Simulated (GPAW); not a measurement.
Sr2Ti2O5 (Cmmm), O K edge of atom 5, with 2 Ti at 1.95 Å (linear, site symmetry mmm). Method: GPAW, LDA, excited-electron core hole (neutral cell), 18-atom cell with 6.8 Å between holes, 4×4×4 k points, dipole transitions, Gaussian full width 0.9 eV up to 4 eV, rising linearly to 3.5 eV at 25 eV.

```xyz
9
Lattice="3.9077 -3.9753 0.0000 3.9077 3.9753 0.0000 0.0000 0.0000 3.9400" Properties=species:S:1:pos:R:3 pbc="T T T"
Sr    3.9077    2.0155    0.0000
Sr    3.9077   -2.0155    0.0000
Ti    1.9507    0.0000    1.9700
Ti    5.8647    0.0000    1.9700
O     0.0000    0.0000    1.9700
O     2.1477    0.0000    0.0000
O     5.6677    0.0000    0.0000
O     1.9539   -1.9877    1.9700
O     1.9539    1.9877    1.9700
```

Energy from the lowest empty level; a common scale on which the isotropic spectrum has a mean of 1 over the first 20 eV.

| E (eV) | curve 1 | curve 2 | curve 3 |
| --- | --- | --- | --- |
| -2.00 | 0.00 | 0.00 | 0.00 |
| -1.25 | 0.00 | 0.00 | 0.00 |
| -0.50 | 0.13 | 0.03 | 0.03 |
| 0.25 | 0.89 | 1.23 | 0.33 |
| 1.00 | 1.02 | 2.76 | 0.44 |
| 1.75 | 0.75 | 0.59 | 1.94 |
| 2.50 | 0.58 | 0.63 | 3.20 |
| 3.25 | 1.30 | 1.53 | 1.43 |
| 4.00 | 1.56 | 1.84 | 1.44 |
| 4.75 | 1.65 | 2.10 | 1.25 |
| 5.50 | 1.50 | 1.12 | 1.00 |
| 6.25 | 0.80 | 0.52 | 0.82 |
| 7.00 | 0.87 | 0.60 | 0.30 |
| 7.75 | 1.17 | 0.97 | 0.13 |
| 8.50 | 1.08 | 1.11 | 0.17 |
| 9.25 | 0.89 | 0.97 | 0.39 |
| 10.00 | 0.90 | 0.87 | 1.03 |
| 10.75 | 1.07 | 0.85 | 2.24 |
| 11.50 | 1.12 | 0.84 | 3.23 |
| 12.25 | 0.87 | 0.75 | 2.83 |
| 13.00 | 0.54 | 0.55 | 1.69 |
| 13.75 | 0.31 | 0.33 | 0.93 |
| 14.50 | 0.24 | 0.24 | 0.59 |
| 15.25 | 0.35 | 0.31 | 0.44 |
| 16.00 | 0.60 | 0.48 | 0.42 |
| 16.75 | 0.89 | 0.71 | 0.46 |
| 17.50 | 1.08 | 1.00 | 0.48 |
| 18.25 | 1.16 | 1.25 | 0.45 |
| 19.00 | 1.16 | 1.33 | 0.41 |
| 19.75 | 1.09 | 1.21 | 0.38 |
| 20.50 | 0.97 | 1.00 | 0.36 |
| 21.25 | 0.83 | 0.81 | 0.35 |
| 22.00 | 0.72 | 0.69 | 0.35 |
| 22.75 | 0.66 | 0.64 | 0.34 |
| 23.50 | 0.62 | 0.63 | 0.34 |
| 24.25 | 0.60 | 0.65 | 0.35 |
| 25.00 | 0.60 | 0.67 | 0.40 |
| 25.75 | 0.62 | 0.71 | 0.49 |
| 26.50 | 0.64 | 0.74 | 0.61 |
| 27.25 | 0.66 | 0.77 | 0.72 |
| 28.00 | 0.68 | 0.82 | 0.80 |
| 28.75 | 0.69 | 0.89 | 0.84 |
| 29.50 | 0.72 | 0.98 | 0.84 |
| 30.25 | 0.78 | 1.06 | 0.84 |
| 31.00 | 0.87 | 1.10 | 0.87 |
| 31.75 | 0.97 | 1.10 | 0.96 |

**Question.** The curves are for the electric vector along different Cartesian axes of the cell as given, averaged over the symmetry-equivalent atoms. Which is which?

Curve 1: along y, main maxima 1.3 eV (1.09), 3.9 eV (1.57), 5.1 eV (1.82) and 7.9 eV (1.18). Curve 2: along z, main maxima 0.8 eV (3.04), 4.6 eV (2.15) and 18.9 eV (1.34). Curve 3: along x, main maxima 2.3 eV (3.42), 4.2 eV (1.47) and 11.7 eV (3.27). A K edge sees empty p states; the first features are O p mixed into the empty d states of the Ti neighbours, and the broad ones above probably into the cations' higher empty bands. Each direction probes the empty orbitals that point along it. The unit cell's mesh shows no gap over 0.35 eV. That is right for a metallic compound; for a small-gap or correlated insulator it would be the fault of the functional or of the assumed magnetic order, and the hole would be screened too well. The crystal has 3 inequivalent O sites and not all are shown here, while a measurement adds them all.

[Banner, clock and machine lines of the logs are left out without a mark of their own.]

[Logs are printed without paths, hosts, clocks, repeated set-up lines and the standing remarks that a program may print on its own settings, such as how far it seeks lower states.]

[Hosts, paths, dates, database ids (printed as entryN), source tags and the programs' standing remarks are cut or masked in the printed files.]

[Lists of maxima count a maximum above −3 eV only where it reaches 4 % of the highest in the window and stands out from its surroundings by 2 % of it (1.5 % where it reaches 55 %); shoulders and weaker maxima are passed over, and of the rest the first, up to two pre-edge ones and the few strongest are named.]
